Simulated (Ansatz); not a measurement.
# HgTe (model cell, started as CsCl type): a soft mode frozen in

Wanted: the energy along a soft mode of HgTe (model cell, started as CsCl type) and the structure at the end.

Main program and level: Ansatz 0.2.0; DFT PBEsol, scalar-relativistic, plane waves, PAW.

The structure was built from a prototype and need not be the compound's stable phase.

## (1) Starting point

It takes space group Pm-3m (No. 221, cubic). The conventional cell has a = 3.715 Å, b = 3.715 Å, c = 3.715 Å, α = 90.00°, β = 90.00°, γ = 90.00°. Hg has 8 Te at 3.22 Å nearest. Nearest to Te lie 8 Hg at 3.22 Å. Farther neighbours and most contacts between anions are not listed.

Coordinates:

```cif
data_structure
_symmetry_space_group_name_H-M 'Pm-3m'
_symmetry_Int_Tables_number 221
_cell_length_a 3.7147
_cell_length_b 3.7147
_cell_length_c 3.7147
_cell_angle_alpha 90.000
_cell_angle_beta 90.000
_cell_angle_gamma 90.000
_cell_volume 51.26
loop_
_atom_site_label
_atom_site_type_symbol
_atom_site_symmetry_multiplicity
_atom_site_Wyckoff_symbol
_atom_site_fract_x
_atom_site_fract_y
_atom_site_fract_z
_atom_site_occupancy
Hg1 Hg 1 a 0.00000 0.00000 0.00000 1
Te1 Te 1 b 0.50000 0.50000 0.50000 1
```

## (2) The dispersion

The cell comes from relaxations at this level that are not shown. Stability and thermal properties need the whole zone. Linear response on a 4×4×4 q mesh gives force constants as far as a supercell of that size would.

Input file input.yaml:

```yaml
crystal:
  lattice:
    - [3.714676907, 0.0, 0.0]
    - [0.0, 3.714676907, 0.0]
    - [0.0, 0.0, 3.714676907]
  atoms:
    - { symbol: Hg, position: [0.0, 0.0, 0.0] }
    - { symbol: Te, position: [0.5, 0.5, 0.5] }
kpoints:
  mp_grid: { grid: [12, 12, 12] }
hamiltonian:
  xc: pbesol
scf:
  occupations: { method: methfessel_paxton, width: 0.15 }
output:
  eigenvalues: true
phonons:
  method: dfpt
  qmesh: [4, 4, 4]
  temperatures: { t_max: 1000, t_step: 50 }
  qpath:
    path:
      - [[0.0, 0.0, 0.0], [0.0, 0.5, 0.0], [0.5, 0.5, 0.0], [0.0, 0.0, 0.0], [0.5, 0.5, 0.5], [0.0, 0.5, 0.0]]
      - [[0.5, 0.5, 0.5], [0.5, 0.5, 0.0]]
    npoints: 10
```

Launch:

```bash
> ansatz run input.yaml --threads 4 --pin off --max-ram 7168MiB --backend cpu --events-out ev --progress --plain --runs-dir out
```

Numbers of over 12 decimals in the logs are rounded to 6 here.

What it wrote:

```text
Engine: ansatz 0.2.0, aarch64-unknown-linux-gnu
Pseudopotentials: kind: paw
Pseudopotential: Hg, paw, valence charge 20, recommended cutoff 420 eV (normal), Hg.paw.azcp
Pseudopotential: Te, paw, valence charge 16, recommended cutoff 420 eV (normal), Te.paw.azcp
Functional definition: PBEsol
  exchange = pbesol_x
  correlation = pbesol_c
Crystal: 2 atoms, lattice volume = 51.258 Å³
Basis set: ecut = 420 eV, 1021 PW (Γ), exchange–correlation on 50×50×50 points (8 copies of the dense FFT grid, shifted against one another)
Bands: 22, of which v1, the nominal top of the filled ones, is band 18 counted from 1 (17 counted from 0)
Symmetry: 48 space group operations
k-points: 84 of 1728
Non-local potential: Hg, projectors of the file, l = 0: 3, l = 1: 2, l = 2: 2, l = 3: 1
Non-local potential: Te, projectors of the file, l = 0: 2, l = 1: 2, l = 2: 2, l = 3: 2
PAW form: soft (Blöchl's): semilocal exchange-correlation on the pseudo side does not see the compensation charge
PAW frozen core: Hg, regenerated for the run's functional, and the local potential with it (the file was generated under x = pbe(κ = 0.804, μ = 0.219515), c = pbe(β = 0.066725))
PAW frozen core: Te, regenerated for the run's functional, and the local potential with it (the file was generated under x = pbe(κ = 0.804, μ = 0.219515), c = pbe(β = 0.066725))
PAW one-centre angular grid: Hg, 590 points (default); XC on 64 Gauss nodes
PAW one-centre angular grid: Te, 590 points (default); XC on 64 Gauss nodes
Initial density: superposition of atomic densities (neutral atoms: chi_scale 0, normalization atom), corrected by the library's trained network
Initial wavefunctions: pseudopotential atomic-orbital guess
Functional: x = pbesol(κ = 0.804, μ = 0.123457), c = pbesol(β = 0.046)
SCF iter   1: F=—  HF=-20569.127339 eV  |F-HF|=—  |Δ(HF+E_count)|=         —  Δρ=2.81e-3  dr2=3.74e-3  ethr=1.77e-3  ⟨swp⟩=5.7  Hψ=8118  notcnv=0
preconditioner: auto → Kerker (q_TF=auto, 2.572 Å⁻¹)  [metal: Δε(μ)=0.021 eV  Ē_g=10.200 eV  σ=0.150 eV  W_gap=0.12  n_scr=18 (ndim 8)  ℏωp=22.0 eV  f_vac=0.000  D(μ)=1.35/eV (n_scr^D=6)]
SCF iter   2: F=—  HF=-20569.126011 eV  |F-HF|=—  |Δ(HF+E_count)|=   1.33e-3  S|Δr|=    0.00e0  Δρ=1.18e-3  dr2=6.30e-4  ethr=1.04e-5  ⟨swp⟩=2.9  Hψ=4481  notcnv=0
SCF iter   3: F=—  HF=-20569.125852 eV  |F-HF|=—  |Δ(HF+E_count)|=   1.59e-4  S|Δr|=    0.00e0  Δρ=3.63e-4  dr2=3.78e-5  ethr=1.75e-6  ⟨swp⟩=2.5  Hψ=3033  notcnv=0
SCF iter   4: F=—  HF=-20569.125857 eV  |F-HF|=—  |Δ(HF+E_count)|=   4.94e-6  S|Δr|=    0.00e0  Δρ=5.20e-5  dr2=1.05e-6  ethr=1.05e-7  ⟨swp⟩=2.0  Hψ=3253  notcnv=0
SCF iter   5: F=—  HF=-20569.125853 eV  |F-HF|=—  |Δ(HF+E_count)|=   4.26e-6  S|Δr|=    0.00e0  Δρ=2.19e-5  dr2=2.67e-7  ethr=2.91e-9  ⟨swp⟩=2.0  Hψ=2543  notcnv=0
SCF iter   6: F=—  HF=-20569.125853 eV  |F-HF|=—  |Δ(HF+E_count)|=   5.58e-9  S|Δr|=    0.00e0  Δρ=5.50e-6  dr2=1.64e-8  ethr=7.41e-10  ⟨swp⟩=2.0  Hψ=2572  notcnv=0
SCF iter   7: F=—  HF=-20569.125853 eV  |F-HF|=—  |Δ(HF+E_count)|=   2.79e-9  S|Δr|=    0.00e0  Δρ=1.27e-6  dr2=6.98e-10  ethr=4.56e-11  ⟨swp⟩=2.8  Hψ=3456  notcnv=0
SCF iter   8: F=—  HF=-20569.125853 eV  |F-HF|=—  |Δ(HF+E_count)|=  2.91e-11  S|Δr|=    0.00e0  Δρ=2.30e-7  dr2=3.45e-11  ethr=1.94e-12  ⟨swp⟩=2.1  Hψ=2860  notcnv=0
SCF iter   9: F=-20569.125853 eV  HF=-20569.125853 eV  |F-HF|=3.64e-12  |Δ(HF+E_count)|=    0.00e0  S|Δr|=    0.00e0  Δρ=2.72e-8  dr2=4.89e-13  ethr=1.00e-12  ⟨swp⟩=6.2  Hψ=8313  notcnv=0
SCF 1 converged in 9 iterations: F = -20569.125853 eV  dr2 = 4.89e-13
  greatest PAW one-centre occupation: 1.000 electrons in one spin orbital (limit 2), on the Hg atom at site 0 (counted from 0), in its partial waves of l = 0
Initial density: read from a saved state, or passed on in memory by an earlier SCF of this step, an earlier step, the calling program or the single point that the run made first
iter 1 solved again at ethr=1.92e-9 eV; its pass at ethr=3.10e-3 eV (dr2=6.91e-7 eV) is discarded
SCF iter   1: F=—  HF=-20569.125853 eV  |F-HF|=—  |Δ(HF+E_count)|=         —  Δρ=1.32e-7  dr2=7.31e-12  ethr=1.92e-9  ⟨swp⟩=5.2  Hψ=14663  notcnv=0
preconditioner: auto → Kerker (q_TF=auto, 2.572 Å⁻¹)  [metal: Δε(μ)=0.019 eV  Ē_g=10.232 eV  σ=0.150 eV  W_gap=0.11  n_scr=18 (ndim 8)  ℏωp=22.0 eV  f_vac=0.000  D(μ)=1.36/eV (n_scr^D=6)]
SCF iter   2: F=-20569.125853 eV  HF=-20569.125853 eV  |F-HF|=7.28e-12  |Δ(HF+E_count)|=   2.89e-7  S|Δr|=    0.00e0  Δρ=8.28e-8  dr2=2.33e-12  ethr=1.00e-12  ⟨swp⟩=7.2  Hψ=8154  notcnv=0
SCF 2 converged in 2 iterations: F = -20569.125853 eV  dr2 = 2.33e-12
phonons: the bands overlap, so this run is a metal and interpolates without the dipole-dipole term. If the crystal is really an insulator or semiconductor, its LO-TO splitting is missing
NSCF: frozen V_eff on 84 k-points
WARN: eigensolver did not converge (k=1): 1 band(s) unlocked after 20 sweeps at ethr=1.42e-12 eV (storage-precision floor; scheduled 1.00e-12 eV) (lowest unlocked band 21, counted from 0; max residual 1.72e-4 eV among the unlocked bands, 1.72e-4 eV over every band; other slots of this pass that fall short are told together in one closing line; warning suppressed until the next SCF loop or pass starts)
WARN: eigensolver did not converge in 2 slots of this pass, the one above among them; of largest residual over every band (k=1): 1 band(s) unlocked (lowest unlocked band 21, counted from 0; max residual 1.72e-4 eV among the unlocked bands, 1.72e-4 eV over every band); of lowest unlocked band (k=1): band 21
NSCF: frozen V_eff on 196 k-points
DFPT response loops at q = (0, 0, 0) (fractional): preconditioner auto → Kerker (q_TF=auto, 2.572 Å⁻¹) (partly filled bands, converged f_vac=0.000); β = 1.00, the filter's whole step (`scf.mixing.beta` (0.50) is not read by the response loops under this deck's `scf.mixing.preconditioner`; to damp them name `kerker` or `kerker_dos`, under which they read `scf.mixing.beta`, and type it under 1.00, their step now; both keys bind the ground state too); Broyden in place of MSR1
NSCF: frozen V_eff on 1176 k-points
DFPT response loops at q = (0, 0, 0.25) (fractional): mixed as the last ones told, above
NSCF: frozen V_eff on 686 k-points
DFPT response loops at q = (0, 0, -0.5) (fractional): mixed as the last ones told, above
NSCF: frozen V_eff on 2016 k-points
DFPT response loops at q = (0, 0.25, 0.25) (fractional): mixed as the last ones told, above
NSCF: frozen V_eff on 1176 k-points
DFPT response loops at q = (0, 0.25, -0.5) (fractional): mixed as the last ones told, above
NSCF: frozen V_eff on 686 k-points
DFPT response loops at q = (0, -0.5, -0.5) (fractional): mixed as the last ones told, above
NSCF: frozen V_eff on 1872 k-points
DFPT response loops at q = (0.25, 0.25, 0.25) (fractional): mixed as the last ones told, above
NSCF: frozen V_eff on 2016 k-points
DFPT response loops at q = (0.25, 0.25, -0.5) (fractional): mixed as the last ones told, above
NSCF: frozen V_eff on 1176 k-points
DFPT response loops at q = (0.25, -0.5, -0.5) (fractional): mixed as the last ones told, above
NSCF: frozen V_eff on 392 k-points
DFPT response loops at q = (-0.5, -0.5, -0.5) (fractional): mixed as the last ones told, above
SCF converged after 9 iterations
Stability not checked: this state was not tested for a lower state beside it, because cold or Methfessel-Paxton smearing, or corrected tetrahedra, fill the levels in a way that the test cannot read (fill_not_monotonic; see scf.lower_state_search)
Free energy (F): -20569.125853 eV
Harris-Foulkes:  -20569.125853 eV  (|F-HF|=3.64e-12)
Internal energy: -20569.126691 eV  (E = F + TS)
E sigma→0 (E₀):  -20569.126062 eV
Entropy (-TS):   0.000839 eV (0.419 meV/atom)
Fermi energy:    12.775975 eV
--- Per-component energies (eV) ---
  E_band       = -619.293200
  E_kinetic    = 785.279465
  E_local      = -3604.086926  (includes V_loc(G=0)·N_el)
  E_nonlocal   = -231.525324
  E_hartree    = 1810.756538
  E_xc         = -342.488021
  E_vxc        = -366.046677  (∫ρ·V_xc dr)
  E_paw        = -14385.475757  (= ΣΔE_a)
  E_vpaw       = -824.427502  (= ΣTr[D̂ρ^β])
  E_aug_tail   = 0.000705  (compensation charges beyond the density's cutoff)
  E_ewald      = -4602.290839
  E_core_change = 0.703466  (= ΣΔE_core)
  E_smearing   = 0.000839  (= −TS)
  E_closure    = -0.000000  (closes the sum)
  Σ components = -20569.125853   (vs F -20569.125853, Δ=0.00e0)
--- Band table (eV; the first three rows and the last of 84) ---
  k-point 0: bands = [... 14 lower, 6.5572, 10.7277, 11.7775, 11.7775, 11.7775, 18.4281, 18.4281, 22.9161]
  k-point 1: bands = [... 14 lower, 6.5585, 10.0609, 11.8724, 11.8724, 12.2928, 18.4366, 18.7512, 22.4022]
  k-point 2: bands = [... 14 lower, 6.5620, 9.0383, 12.1418, 12.1418, 12.9554, 18.4610, 19.4428, 21.5121]
  k-point 83: bands = [... 14 lower, 6.8403, 11.2522, 11.2522, 11.2522, 11.7147, 13.7642, 13.7642, 13.7642]
--- Phonons (Γ-DFPT): 2 representative perturbations + reference (Σ response iterations 6) ---
  ASR residual: 5.623e-5 → 0.000e0 eV/Å²; symmetrization residual: 2.469e-5 eV/Å²
  ASR residual per site (eV/Å²): 7.87e-6 5.62e-5
  Γ frequencies (cm⁻¹): 0.00 0.00 0.00 63.43 63.43 63.43
--- Phonons (arbitrary-q DFPT): 10 irreducible q on the 4×4×4 mesh ---
  q = [0.0000, 0.0000, 0.0000] (star 1, of the zone-centre solve; hermiticity 4.28e-5, symmetrization 8.55e-11): -0.00 0.00 0.00 63.43 63.43 63.43
  q = [0.0000, 0.0000, 0.2500] (star 6, 4 solved perturbations in 1848 linear systems a pass and spin channel, the states on 588 of 1728 k-point pairs; hermiticity 1.04e-5, symmetrization 1.60e-11): -31.16 -31.16 42.03 42.56 42.56 53.67
  q = [0.0000, 0.0000, -0.5000] (star 3, 4 solved perturbations in 1078 linear systems a pass and spin channel, the states on 343 of 1728 k-point pairs; hermiticity 7.02e-13, symmetrization 2.23e-11): -54.70 -54.70 34.59 34.59 60.02 60.14
  q = [0.0000, 0.2500, 0.2500] (star 12, 4 solved perturbations in 3108 linear systems a pass and spin channel, the states on 1008 of 1728 k-point pairs; hermiticity 4.49e-5, symmetrization 7.55e-13): -49.68 -46.81 -9.74 36.77 54.17 72.54
  q = [0.0000, 0.2500, -0.5000] (star 12, 6 solved perturbations on 588 of 1728 k-point pairs; hermiticity 3.56e-5, symmetrization 3.68e-13): -65.86 -21.64 24.12 35.37 70.77 79.44
  q = [0.0000, -0.5000, -0.5000] (star 3, 4 solved perturbations in 1078 linear systems a pass and spin channel, the states on 343 of 1728 k-point pairs; hermiticity 1.95e-5, symmetrization 1.81e-11): -78.48 23.63 23.63 33.87 90.47 90.47
  q = [0.2500, 0.2500, 0.2500] (star 8, 2 solved perturbations on 936 of 1728 k-point pairs; hermiticity 3.11e-5, symmetrization 1.29e-11): -72.27 -24.99 -24.99 55.18 56.93 56.93
  q = [0.2500, 0.2500, -0.5000] (star 12, 4 solved perturbations in 3108 linear systems a pass and spin channel, the states on 1008 of 1728 k-point pairs; hermiticity 5.49e-5, symmetrization 8.93e-12): -46.63 -28.01 6.72 44.37 63.26 75.70
  q = [0.2500, -0.5000, -0.5000] (star 6, 4 solved perturbations in 1848 linear systems a pass and spin channel, the states on 588 of 1728 k-point pairs; hermiticity 6.02e-5, symmetrization 1.35e-12): -60.93 32.86 32.86 43.26 73.65 73.65
  q = [-0.5000, -0.5000, -0.5000] (star 1, 2 solved perturbations on 196 of 1728 k-point pairs; hermiticity 1.85e-13, symmetrization 1.83e-11): 54.65 54.65 54.65 72.26 72.26 72.26
  sum rule: each row above includes the acoustic sum rule's correction from the zone centre's row sums; it moved no ω² by more than (0.35 cm⁻¹)²
  mesh force constants: q→R imaginary residual 4.98e-18; ASR residual 5.623e-5 → 0.000e0 eV/Å²; symmetrization residual 1.554e-15 eV/Å²
  interpolated dispersion: 62 rows × 6 modes
  density of states and harmonic sums: on the 20×20×20 q-mesh, interpolated from the force constants of a 4×4×4 supercell (no non-analytic term)
  largest difference from the sums on the solved wave vectors: F 9.01e-2 eV, S 1.13e-4 and C_V 2.31e-5 eV/K
  zero-point energy: 0.012412 eV/cell   skipped modes (ω ≤ 0): 523, of them read as no rigid motion or as one in doubt: 520 (1.891e0 modes/cell left out, lowest -78.70 cm⁻¹)   left out of the sums: 3.15e-1 of the cell's modes: C_V's classical limit lies that fraction below 3 k_B per atom; for a crystal, a wire or a layer, F and S can be off by more, and a phonons.interpolated_qmesh denser along its periods is the remedy for the sampling
```

Run time: 7.7 min. Hardware: 4 threads of Arm Neoverse V2, shared host; peak memory 2.6 GiB; 30 min of CPU time.

The column dr2 measures how far the density is from self-consistency, as an energy; F and HF (Harris–Foulkes) agree once it is small.

Numbers from this step:

```
volume per atom                                         : 25.63 Å³
gap on the k-mesh                                       : 0 eV
sum-rule residual before enforcement                    : 5.62e-5 eV/Å²
lowest frequency on the path                            : -78.70 cm⁻¹
point group                                             : m-3m
highest frequency on the path or at a solved wavevector : 90.5 cm⁻¹
highest optical mode at the zone centre (no LO-TO term) : 63.43 cm⁻¹
lowest optical zone-centre mode                         : 63.43 cm⁻¹
lowest mode on the q mesh (acoustic modes at Γ apart)   : -78.48 cm⁻¹
```

Frequencies (cm⁻¹) solved at each irreducible wavevector; negative means imaginary. Frequencies by wavevector, by row:

| q in reciprocal lattice units | star | mode 1 | mode 2 | mode 3 | mode 4 | mode 5 | mode 6 |
| --- | --- | --- | --- | --- | --- | --- | --- |
| 0 0 0 | 1 | 0 | 0 | 0 | 63.4 | 63.4 | 63.4 |
| 0 0 0.25 | 6 | -31.2 | -31.2 | 42 | 42.6 | 42.6 | 53.7 |
| 0 0 -0.5 | 3 | -54.7 | -54.7 | 34.6 | 34.6 | 60 | 60.1 |
| 0 0.25 0.25 | 12 | -49.7 | -46.8 | -9.7 | 36.8 | 54.2 | 72.5 |
| 0 0.25 -0.5 | 12 | -65.9 | -21.6 | 24.1 | 35.4 | 70.8 | 79.4 |
| 0 -0.5 -0.5 | 3 | -78.5 | 23.6 | 23.6 | 33.9 | 90.5 | 90.5 |
| 0.25 0.25 0.25 | 8 | -72.3 | -25 | -25 | 55.2 | 56.9 | 56.9 |
| 0.25 0.25 -0.5 | 12 | -46.6 | -28 | 6.7 | 44.4 | 63.3 | 75.7 |
| 0.25 -0.5 -0.5 | 6 | -60.9 | 32.9 | 32.9 | 43.3 | 73.7 | 73.7 |
| -0.5 -0.5 -0.5 | 1 | 54.6 | 54.6 | 54.6 | 72.3 | 72.3 | 72.3 |

Interpolated from a 4×4×4 q mesh. Phonon branches along the path, in cm⁻¹:

| point | branch 1 | branch 2 | branch 3 | branch 4 | branch 5 | branch 6 |
| --- | --- | --- | --- | --- | --- | --- |
| Γ | 0 | 0 | 0 | 63 | 63 | 63 |
| halfway | -31 | -31 | 42 | 43 | 43 | 54 |
| X | -55 | -55 | 35 | 35 | 60 | 60 |
| halfway | -66 | -22 | 24 | 35 | 71 | 79 |
| M | -78 | 24 | 24 | 34 | 90 | 90 |
| halfway | -50 | -47 | -10 | 37 | 54 | 72 |
| Γ | 0 | 0 | 0 | 63 | 63 | 63 |
| halfway | -72 | -25 | -25 | 55 | 57 | 57 |
| R | 55 | 55 | 55 | 72 | 72 | 72 |
| halfway | -47 | -28 | 7 | 44 | 63 | 76 |
| X | -55 | -55 | 35 | 35 | 60 | 60 |
| jump to R | 55 | 55 | 55 | 72 | 72 | 72 |
| halfway | -61 | 33 | 33 | 43 | 74 | 74 |
| M | -78 | 24 | 24 | 34 | 90 | 90 |

The phonon branches as a text plot (rows in cm⁻¹):

```
     87 |            ******                                    **
     80 |           **   * **                                 *
     73 |         ***     *  *                *********   ****
     66 |*        **          ******        **  *   ***** *
     59 |***  ****         **    * **********    ***   ***
     52 |  ****              *  *      **    ******       **
     45 |   **                **    ***     *    * ***     ***
     38 |    **********  ******                  *    ****  * ***
     31 |        **    **                   *     *     *  * *
     24 |  *       *******                 *           *      ***
     16 | *          *   **     *                  *  *
      9 |*                 **    * *                **
      2 |           *             *
     -5 |*                       * *
    -12 | *                  ****   *    **       **
    -19 |  *              *     *    **
    -26 |                      *    *  **           *
    -33 |   *      *                                 *
    -40 |    *    *        ** *            *       *  *     *
    -47 |     *              *                      ** *
    -54 |      ***                   **               ****
    -61 |         **       **            **                  *
    -68 |           *     *
    -75 |            *****             **                     ***
         Γ      X      M          Γ            R        X|R     M
```

Symmetry leaves 10 wavevectors to solve. The lowest mode among them, the acoustic zeros apart, lies at q = (0, -0.5, -0.5) and is imaginary, 78.5i cm⁻¹, so the energy falls along it.

## (3) The mode frozen in, largest atomic shift 0 Å

The mode followed lies at q = (0, -0.5, -0.5) with frequency 78.5i cm⁻¹, the softest among the wavevectors solved. At small amplitude the distorted cell has space group no. 129 by a symmetry search on the positions. The undistorted cell that holds it gives the zero of energy on the same k mesh.

System of this step: HgTe (model cell, started as CsCl type). Symmetry: Pm-3m, No. 221, cubic system. Conventional cell: a = 3.715 Å, b = 3.715 Å, c = 3.715 Å, α = 90.00°, β = 90.00°, γ = 90.00°. Nearest to Hg lie 8 Te at 3.22 Å. Nearest to Te lie 8 Hg at 3.22 Å. Farther neighbours and most contacts between anions are not listed.

Input file input.yaml:

```yaml
crystal:
  lattice:
    - [-3.714676907, 0.0, 0.0]
    - [0.0, -3.714676907, -3.714676907]
    - [0.0, -3.714676907, 3.714676907]
  atoms:
    - { symbol: Hg, position: [0.0, 0.5, 0.5] }
    - { symbol: Hg, position: [0.0, 0.0, 0.0] }
    - { symbol: Te, position: [0.5, 0.0, 0.5] }
    - { symbol: Te, position: [0.5, 0.5, 0.0] }
kpoints:
  mp_grid: { grid: [10, 8, 8] }
hamiltonian:
  xc: pbesol
scf:
  occupations: { method: methfessel_paxton, width: 0.15 }
output:
  forces: true
  stress: true
  eigenvalues: true
```

What it wrote:

```text
[...]
Crystal: 4 atoms, lattice volume = 102.516 Å³
Basis set: ecut = 420 eV, 2045 PW (Γ), exchange–correlation on 50×72×72 points (8 copies of the dense FFT grid, shifted against one another)
Bands: 44, of which v1, the nominal top of the filled ones, is band 36 counted from 1 (35 counted from 0)
Symmetry: 32 space group operations
[...]
k-points: 90 of 640
[...]
k-point 0: bands = [... 32 lower, 9.8393, 10.7311, 11.7633, 11.7659, 11.7659, 13.4621, 18.4223, 18.4256, ... 4 higher]
  k-point 1: bands = [... 32 lower, 10.0767, 10.4590, 11.5844, 11.8693, 12.5369, 13.4658, 18.5249, 18.7030, ... 4 higher]
  k-point 2: bands = [... 32 lower, 9.2731, 11.1205, 11.7568, 12.1610, 13.4370, 13.6494, 18.1978, 18.8049, ... 4 higher]
  k-point 89: bands = [... 32 lower, 8.3241, 8.3241, 9.8389, 9.8389, 13.4662, 13.4662, 19.5804, 19.5804, ... 4 higher]
[key lines of the parts left out:]
SCF converged after 6 iterations
Free energy (F): -41138.271395 eV
Fermi energy:    12.759120 eV
P = ⅓ Tr σ = -0.0646 GPa (-0.646 kbar)
```

Wall time 4.2 s (4 threads); peak memory 0.58 GiB; 16 s of CPU time.

This step gave:

```
pressure                         : -0.06460 GPa
energy from the undistorted cell : 0 meV/atom
```

The run ends at a pressure of -0.06 GPa.

(Continued in part 2 of 3.)

[Logs are printed without paths, hosts, clocks, repeated set-up lines and the standing remarks that a program may print on its own settings, such as how far it seeks lower states.]

[Hosts, paths, dates, database ids (printed as entryN), source tags and the programs' standing remarks are cut or masked in the printed files.]
